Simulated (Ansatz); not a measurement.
**PIr, from a guessed structure to a relaxed one**

This structure for PIr is made up. Its elements were placed in a known structure type with a cell scaled to their sizes. What cell does the guess relax to, and how far off was it?

Program: Ansatz 0.2.0. Level of theory: DFT, PBE, plane-wave PAW, files of the set soft_1, scalar-relativistic, no spin, cell and ions relaxed at zero pressure; PAW set soft_1, in the first sound run; inputs show where later runs differ. Results are calculated unless marked as measured.

## 1. The structure

It takes space group Fm-3m (No. 225, cubic). The conventional cell has a = 5.018 Å, b = 5.018 Å, c = 5.018 Å, α = 90.00°, β = 90.00°, γ = 90.00°. Nearest to Ir lie 6 P at 2.51 Å. Nearest to P lie 6 Ir at 2.51 Å. Farther neighbours are not listed.

## 2. Relaxing cell and atoms

The guess takes its coordinates from another compound and its volume from a rule, so the cell and any free coordinates are relaxed together.

Input file input.yaml:

```yaml
crystal:
  lattice:
    - [0.0, 2.509, 2.509]
    - [2.509, 0.0, 2.509]
    - [2.509, 2.509, 0.0]
  atoms:
    - { symbol: Ir, position: [0.0, 0.0, 0.0] }
    - { symbol: P, position: [0.5, 0.5, 0.5] }
kpoints:
  mp_grid: { grid: [9, 9, 9] }
scf:
  occupations: { method: fermi_dirac, width: 0.05 }
hamiltonian:
  xc: pbe
  pseudopotentials: { kind: paw, azcp: { folder: soft_1 } }
relax:
  f_tol: 0.015
  max_steps: 70
  cell: {}
output:
  forces: true
  stress: true
```

Command:

```console
ansatz run input.yaml --threads 4 --pin off --max-ram 8192MiB --backend cpu --events-out ev --progress --plain --runs-dir out
```

Numbers of over 12 decimals in the logs are rounded to 6 here.

The program printed:

```text
Engine: ansatz 0.2.0, aarch64-unknown-linux-gnu
Pseudopotentials: kind: paw
Pseudopotential: Ir, paw, valence charge 17, recommended cutoff 420 eV (normal), soft_1/Ir.paw.azcp
Pseudopotential: P, paw, valence charge 5, recommended cutoff 420 eV (normal), soft_1/P.paw.azcp
Functional definition: PBE
  parameter kappa = 0.804
  parameter beta = 0.066725
  exchange = pbe_x(kappa = kappa, mu = beta*pi^2/3)
  correlation = pbe_c(beta = beta)
Crystal: 2 atoms, lattice volume = 31.589 Å³
Basis set: ecut = 420 eV, 609 PW (Γ), exchange–correlation on 48×48×48 points (8 copies of the dense FFT grid, shifted against one another)
Bands: 15, of which v1, the nominal top of the filled ones, is band 11 counted from 1 (10 counted from 0)
Symmetry: 48 space group operations
Space group: Fm-3m (ITA 225), of the structure as read, at distance tolerance 3.2e-5 Å
k-points: 35 of 729
Non-local potential: Ir, projectors of the file, l = 0: 3, l = 1: 2, l = 2: 2, l = 3: 1
Non-local potential: P, projectors of the file, l = 0: 2, l = 1: 2, l = 2: 1
PAW form: soft (Blöchl's): semilocal exchange-correlation on the pseudo side does not see the compensation charge
PAW one-centre angular grid: Ir, 590 points (default); XC on 64 Gauss nodes
PAW one-centre angular grid: P, 110 points (default); XC on 64 Gauss nodes
Initial density: superposition of atomic densities (chi_scale 0.1, normalization cell, long waves kept (reshape's long-wave potential 0.00 eV rms))
Initial wavefunctions: pseudopotential atomic-orbital guess
Functional: x = pbe(κ = 0.804, μ = 0.219515), c = pbe(β = 0.066725)
SCF iter   1: F=—  HF=-12692.363157 eV  |F-HF|=—  |Δ(HF+E_count)|=         —  Δρ=4.52e-2  dr2=4.58e-1  ethr=3.10e-3  ⟨swp⟩=6.0  Hψ=3038  notcnv=0
preconditioner: auto → Kerker (q_TF=auto, 2.569 Å⁻¹)  [metal: Δε(μ)=0.047 eV  Ē_g=8.923 eV  σ=0.050 eV  W_gap=0.23  n_scr=14 (ndim 8)  ℏωp=24.7 eV  f_vac=0.000  D(μ)=1.22/eV (n_scr^D=14)]
SCF iter   2: F=—  HF=-12692.305206 eV  |F-HF|=—  |Δ(HF+E_count)|=   5.80e-2  Δρ=2.56e-2  dr2=1.53e-1  ethr=2.08e-3  ⟨swp⟩=1.1  Hψ=807  notcnv=0
SCF iter   3: F=—  HF=-12692.275592 eV  |F-HF|=—  |Δ(HF+E_count)|=   2.96e-2  Δρ=1.98e-3  dr2=1.03e-3  ethr=6.97e-4  ⟨swp⟩=2.7  Hψ=869  notcnv=0
SCF iter   4: F=—  HF=-12692.275925 eV  |F-HF|=—  |Δ(HF+E_count)|=   3.33e-4  Δρ=4.79e-4  dr2=5.40e-5  ethr=4.70e-6  ⟨swp⟩=2.5  Hψ=769  notcnv=0
SCF iter   5: F=—  HF=-12692.275970 eV  |F-HF|=—  |Δ(HF+E_count)|=   4.50e-5  Δρ=1.11e-4  dr2=4.57e-6  ethr=2.45e-7  ⟨swp⟩=2.2  Hψ=673  notcnv=0
SCF iter   6: F=-12692.275973 eV  HF=-12692.275973 eV  |F-HF|=6.99e-9  |Δ(HF+E_count)|=   2.10e-6  Δρ=1.52e-5  dr2=3.93e-8  ethr=4.55e-10  ⟨swp⟩=3.9  Hψ=2216  notcnv=0
SCF 1 converged in 6 iterations: F = -12692.275973 eV  dr2 = 3.93e-8
  greatest PAW one-centre occupation: 1.000 electrons in one spin orbital (limit 2), on the Ir atom at site 0 (counted from 0), in its partial waves of l = 0
relax step   1: F+E_penalty+E_count = -12692.27597260 eV  Δ(F+E_penalty+E_count) = +0.000e0 eV  max|allowed force component| = 1.808e-30 eV/Å  Δτ_max = 0.0000 Å  P = -9.962 GPa  Ω = 31.589 Å³  (6 SCF iters, dr2 threshold 1.00e-7 eV, accepted)
Crystal: 2 atoms, lattice volume = 29.353 Å³
Basis set: ecut = 420 eV, 537 PW (Γ), exchange–correlation on 48×48×48 points (8 copies of the dense FFT grid, shifted against one another)
Initial density: handed on by an earlier stage of this run
Initial wavefunctions: those handed on with the density
iter 1 solved again at ethr=9.66e-6 eV; its pass at ethr=3.10e-3 eV (dr2=2.12e-3 eV) is discarded
SCF iter   1: F=—  HF=-12692.324955 eV  |F-HF|=—  |Δ(HF+E_count)|=         —  Δρ=3.18e-3  dr2=2.28e-3  ethr=9.66e-6  ⟨swp⟩=2.0  Hψ=3947  notcnv=0
preconditioner: auto → Kerker (q_TF=auto, 2.600 Å⁻¹)  [metal: Δε(μ)=0.021 eV  Ē_g=9.430 eV  σ=0.050 eV  W_gap=0.10  n_scr=14 (ndim 8)  ℏωp=25.6 eV  f_vac=0.000  D(μ)=1.10/eV (n_scr^D=14)]
SCF iter   2: F=—  HF=-12692.324755 eV  |F-HF|=—  |Δ(HF+E_count)|=   2.01e-4  Δρ=1.69e-3  dr2=5.92e-4  ethr=9.66e-6  ⟨swp⟩=1.8  Hψ=691  notcnv=0
SCF iter   3: F=—  HF=-12692.324847 eV  |F-HF|=—  |Δ(HF+E_count)|=   9.26e-5  Δρ=7.17e-4  dr2=1.30e-4  ethr=2.69e-6  ⟨swp⟩=1.0  Hψ=525  notcnv=0
SCF iter   4: F=—  HF=-12692.324889 eV  |F-HF|=—  |Δ(HF+E_count)|=   4.17e-5  Δρ=1.23e-4  dr2=3.77e-6  ethr=5.92e-7  ⟨swp⟩=1.5  Hψ=652  notcnv=0
SCF iter   5: F=-12692.324891 eV  HF=-12692.324891 eV  |F-HF|=4.09e-8  |Δ(HF+E_count)|=   2.23e-6  Δρ=1.91e-5  dr2=4.86e-8  ethr=9.09e-10  ⟨swp⟩=3.4  Hψ=2137  notcnv=0
SCF 2 converged in 5 iterations: F = -12692.324891 eV  dr2 = 4.86e-8
relax step   2: F+E_penalty+E_count = -12692.32489126 eV  Δ(F+E_penalty+E_count) = -4.892e-2 eV  max|allowed force component| = 1.019e-30 eV/Å  Δτ_max = 0.0000 Å  P = +4.055 GPa  Ω = 29.353 Å³  energy of the carried Pulay correction = +5.283e-4 eV  (5 SCF iters, dr2 threshold 2.00e-7 eV, accepted)
Crystal: 2 atoms, lattice volume = 29.967 Å³
Basis set: ecut = 420 eV, 561 PW (Γ), exchange–correlation on 48×48×48 points (8 copies of the dense FFT grid, shifted against one another)
iter 1 solved again at ethr=7.91e-7 eV; its pass at ethr=3.10e-3 eV (dr2=1.74e-4 eV) is discarded
SCF iter   1: F=—  HF=-12692.331519 eV  |F-HF|=—  |Δ(HF+E_count)|=         —  Δρ=9.42e-4  dr2=2.18e-4  ethr=7.91e-7  ⟨swp⟩=2.1  Hψ=3816  notcnv=0
preconditioner: auto → Kerker (q_TF=auto, 2.591 Å⁻¹)  [metal: Δε(μ)=0.028 eV  Ē_g=9.269 eV  σ=0.050 eV  W_gap=0.14  n_scr=14 (ndim 8)  ℏωp=25.4 eV  f_vac=0.000  D(μ)=1.13/eV (n_scr^D=14)]
SCF iter   2: F=—  HF=-12692.331499 eV  |F-HF|=—  |Δ(HF+E_count)|=   1.96e-5  Δρ=4.95e-4  dr2=5.41e-5  ethr=7.91e-7  ⟨swp⟩=1.9  Hψ=732  notcnv=0
SCF iter   3: F=—  HF=-12692.331518 eV  |F-HF|=—  |Δ(HF+E_count)|=   1.91e-5  Δρ=2.18e-4  dr2=1.27e-5  ethr=2.46e-7  ⟨swp⟩=1.0  Hψ=526  notcnv=0
SCF iter   4: F=—  HF=-12692.331521 eV  |F-HF|=—  |Δ(HF+E_count)|=   3.21e-6  Δρ=3.88e-5  dr2=3.81e-7  ethr=5.78e-8  ⟨swp⟩=1.8  Hψ=713  notcnv=0
SCF iter   5: F=-12692.331522 eV  HF=-12692.331522 eV  |F-HF|=5.29e-9  |Δ(HF+E_count)|=   2.35e-7  Δρ=6.16e-6  dr2=5.51e-9  ethr=9.09e-10  ⟨swp⟩=4.0  Hψ=1681  notcnv=0
SCF 3 converged in 5 iterations: F = -12692.331522 eV  dr2 = 5.51e-9
relax step   3: F+E_penalty+E_count = -12692.33152156 eV  Δ(F+E_penalty+E_count) = -6.630e-3 eV  max|allowed force component| = 1.150e-30 eV/Å  Δτ_max = 0.0000 Å  P = -0.425 GPa  Ω = 29.967 Å³  energy of the carried Pulay correction = +3.795e-4 eV  (5 SCF iters, dr2 threshold 2.00e-7 eV, accepted)
Crystal: 2 atoms, lattice volume = 29.907 Å³
iter 1 solved again at ethr=8.03e-9 eV; its pass at ethr=3.10e-3 eV (dr2=1.77e-6 eV) is discarded
SCF iter   1: F=—  HF=-12692.331607 eV  |F-HF|=—  |Δ(HF+E_count)|=         —  Δρ=9.09e-5  dr2=1.93e-6  ethr=8.03e-9  ⟨swp⟩=3.7  Hψ=3700  notcnv=0
preconditioner: auto → Kerker (q_TF=auto, 2.592 Å⁻¹)  [metal: Δε(μ)=0.025 eV  Ē_g=9.283 eV  σ=0.050 eV  W_gap=0.13  n_scr=14 (ndim 8)  ℏωp=25.4 eV  f_vac=0.000  D(μ)=1.13/eV (n_scr^D=14)]
SCF iter   2: F=—  HF=-12692.331617 eV  |F-HF|=—  |Δ(HF+E_count)|=   9.94e-6  Δρ=4.72e-5  dr2=4.60e-7  ethr=8.03e-9  ⟨swp⟩=1.7  Hψ=693  notcnv=0
SCF iter   3: F=-12692.331617 eV  HF=-12692.331617 eV  |F-HF|=1.82e-8  |Δ(HF+E_count)|=   6.61e-8  Δρ=2.07e-5  dr2=1.09e-7  ethr=9.09e-10  ⟨swp⟩=4.0  Hψ=1618  notcnv=0
SCF 4 converged in 3 iterations: F = -12692.331617 eV  dr2 = 1.09e-7
relax step   4: F+E_penalty+E_count = -12692.33161743 eV  Δ(F+E_penalty+E_count) = -9.587e-5 eV  max|allowed force component| = 1.118e-29 eV/Å  Δτ_max = 0.0000 Å  P = -0.015 GPa  Ω = 29.907 Å³  energy of the carried Pulay correction = +3.938e-4 eV  (3 SCF iters, dr2 threshold 2.00e-7 eV, accepted)
Initial wavefunctions: pseudopotential atomic-orbital guess (no wavefunctions were taken with the density)
iter 1 solved again at ethr=2.72e-7 eV; its pass at ethr=3.10e-3 eV (dr2=5.99e-5 eV) is discarded
SCF iter   1: F=—  HF=-12692.331203 eV  |F-HF|=—  |Δ(HF+E_count)|=         —  Δρ=1.03e-4  dr2=6.03e-7  ethr=2.72e-7  ⟨swp⟩=3.1  Hψ=4470  notcnv=0
preconditioner: auto → Kerker (q_TF=auto, 2.592 Å⁻¹)  [metal: Δε(μ)=0.026 eV  Ē_g=9.284 eV  σ=0.050 eV  W_gap=0.13  n_scr=14 (ndim 8)  ℏωp=25.4 eV  f_vac=0.000  D(μ)=1.13/eV (n_scr^D=14)]
SCF iter   2: F=—  HF=-12692.331214 eV  |F-HF|=—  |Δ(HF+E_count)|=   1.08e-5  Δρ=5.57e-5  dr2=1.86e-7  ethr=2.74e-9  ⟨swp⟩=2.1  Hψ=696  notcnv=0
SCF iter   3: F=—  HF=-12692.331214 eV  |F-HF|=—  |Δ(HF+E_count)|=   1.10e-7  Δρ=4.34e-6  dr2=5.82e-9  ethr=8.45e-10  ⟨swp⟩=3.0  Hψ=909  notcnv=0
SCF iter   4: F=—  HF=-12692.331214 eV  |F-HF|=—  |Δ(HF+E_count)|=   1.55e-9  Δρ=1.59e-6  dr2=8.20e-10  ethr=2.65e-11  ⟨swp⟩=2.5  Hψ=748  notcnv=0
SCF iter   5: F=—  HF=-12692.331214 eV  |F-HF|=—  |Δ(HF+E_count)|=  1.46e-10  Δρ=4.38e-7  dr2=6.57e-11  ethr=3.73e-12  ⟨swp⟩=2.4  Hψ=847  notcnv=0
SCF iter   6: F=-12692.331214 eV  HF=-12692.331214 eV  |F-HF|=5.46e-12  |Δ(HF+E_count)|=  5.46e-12  Δρ=7.34e-8  dr2=7.74e-13  ethr=1.00e-12  ⟨swp⟩=5.8  Hψ=2138  notcnv=0
SCF 5 converged in 6 iterations: F = -12692.331214 eV  dr2 = 7.74e-13
relax step   5: F+E_penalty+E_count = -12692.33121362 eV  Δ(F+E_penalty+E_count) = +4.038e-4 eV  max|allowed force component| = 5.916e-30 eV/Å  Δτ_max = 0.0000 Å  P = -0.013 GPa  Ω = 29.907 Å³  stress off target by 1.26e-2 GPa  SCF on the basis re-selected at this cell (its energy is not comparable with the rows above)  (6 SCF iters)
basis re-selected at this cell: Δ(F+E_penalty+E_count) = +4.038e-4 eV, ΔP = +0.002 GPa vs the last step (what re-selecting the basis moved, of the pressure what is left beyond the Pulay correction that the steps carried, after the strain that the cell walked since its last selection, with what the two solves' SCF thresholds leave and, on support functions, any second-order correction that the steps lacked; it is no m [...]
SCF converged after 6 iterations
Free energy (F): -12692.331214 eV
Harris-Foulkes:  -12692.331214 eV  (|F-HF|=5.46e-12)
Internal energy: -12692.321851 eV  (E = F + TS)
E sigma→0 (E₀):  -12692.326532 eV
Entropy (-TS):   -0.009363 eV (-4.681 meV/atom)
Fermi energy:    16.865082 eV
--- Per-component energies (eV) ---
  E_band       = -166.614837
  E_kinetic    = 613.166464
  E_local      = -1657.728726  (includes V_loc(G=0)·N_el)
  E_nonlocal   = 222.699315
  E_hartree    = 631.822317
  E_xc         = -303.893777
  E_vxc        = -318.769044  (∫ρ·V_xc dr)
  E_paw        = -9824.080633  (= ΣΔE_a)
  E_vpaw       = -289.627825  (= ΣTr[D̂ρ^β])
  E_aug_tail   = 0.000367  (compensation charges beyond the density's cutoff)
  E_ewald      = -2374.307177
  E_smearing   = -0.009363  (= −TS)
  E_closure    = 0.000000  (closes the sum)
  Σ components = -12692.331214   (vs F -12692.331214, Δ=0.00e0)
--- Forces (eV/Å), atoms counted from 1 ---
  atom   1  Ir    -0.00000000    -0.00000000     0.00000000
  atom   2  P      0.00000000     0.00000000    -0.00000000
  max |Σ_I F_I| component: 3.94e-30 eV/Å
--- Stress (GPa, compression-positive) ---
       -0.012598       0.000000       0.000000
        0.000000      -0.012598       0.000000
        0.000000       0.000000      -0.012598
  P = ⅓ Tr σ = -0.0126 GPa (-0.126 kbar)
--- Relaxed structure (4 steps of the walk, 4 accepted, 1 SCFs on fresh bases) ---
  F+E_penalty+E_count = -12692.33121362 eV   max|allowed force component| = 5.916e-30 eV/Å   (the final SCF, on the basis selected at the relaxed cell)
  cell:  # Å, volume = 29.9072 Å³
    - [0, 2.463666, 2.463666]
    - [2.463666, 0, 2.463666]
    - [2.463666, 2.463666, 0]
  atoms:
    - { symbol: Ir, position: [0, 0, 0] }
    - { symbol: P, position: [0.500000, 0.500000, 0.500000] }
```

Elapsed: 3 s, on 4 threads of Arm Neoverse V2, shared host; peak memory 0.29 GiB.

Step by step:

```tsv
step	energy less that of the first step (eV)	largest force component (eV/Å)	pressure (GPa)	volume (Å³)
1	0.0000	0.0000	-9.96	31.59
2	-0.0489	0.0000	4.06	29.35
3	-0.0555	0.0000	-0.43	29.97
4	-0.0556	0.0000	-0.02	29.91
5*	-0.0552	0.0000	-0.01	29.91
```

Relaxation steps marked * repeat the geometry before them on a plane-wave basis chosen anew for their cell, so energy and pressure can jump there.

Forces are held to the 48 operations that the run works with; a distortion that breaks them can't arise in this run.

```tsv
conventional cell, symmetrised	before	after	change
a (Å)	5.018	4.927	-1.8 %
b (Å)	5.018	4.927	-1.8 %
c (Å)	5.018	4.927	-1.8 %
volume (Å³/atom)	15.79	14.95	-5.3 %
```

Final coordinates:

```xyz
2
Lattice="0.0000 2.4637 2.4637 2.4637 0.0000 2.4637 2.4637 2.4637 0.0000" Properties=species:S:1:pos:R:3 pbc="T T T"
Ir    0.0000    0.0000    0.0000
P     2.4637    2.4637    2.4637
```

This step gave:

| Item | Value |
| --- | --- |
| free energy | -12692.3312 eV |
| energy at zero smearing | -12692.3265 eV |
| smearing term TS | 0.009363 eV |
| Fermi energy | 16.87 eV |
| electrons | 22 |
| symmetry operations | 48 |
| pressure | -0.01260 GPa |

Shortest distances by pair of elements, guess and relaxed (not always the same contact):

```tsv
pair	guess (Å)	relaxed (Å)
Ir–P	2.509	2.464
Ir–Ir	3.548	3.484
P–P	3.548	3.484
```

The relaxation ends with a pressure of -0.01 GPa.

(Part 1 of 2 ends here.)

[Logs are printed without paths, hosts, clocks, repeated set-up lines and the standing remarks that a program may print on its own settings, such as how far it seeks lower states.]

[Hosts, paths, dates, database ids (printed as entryN), source tags and the programs' standing remarks are cut or masked in the printed files.]
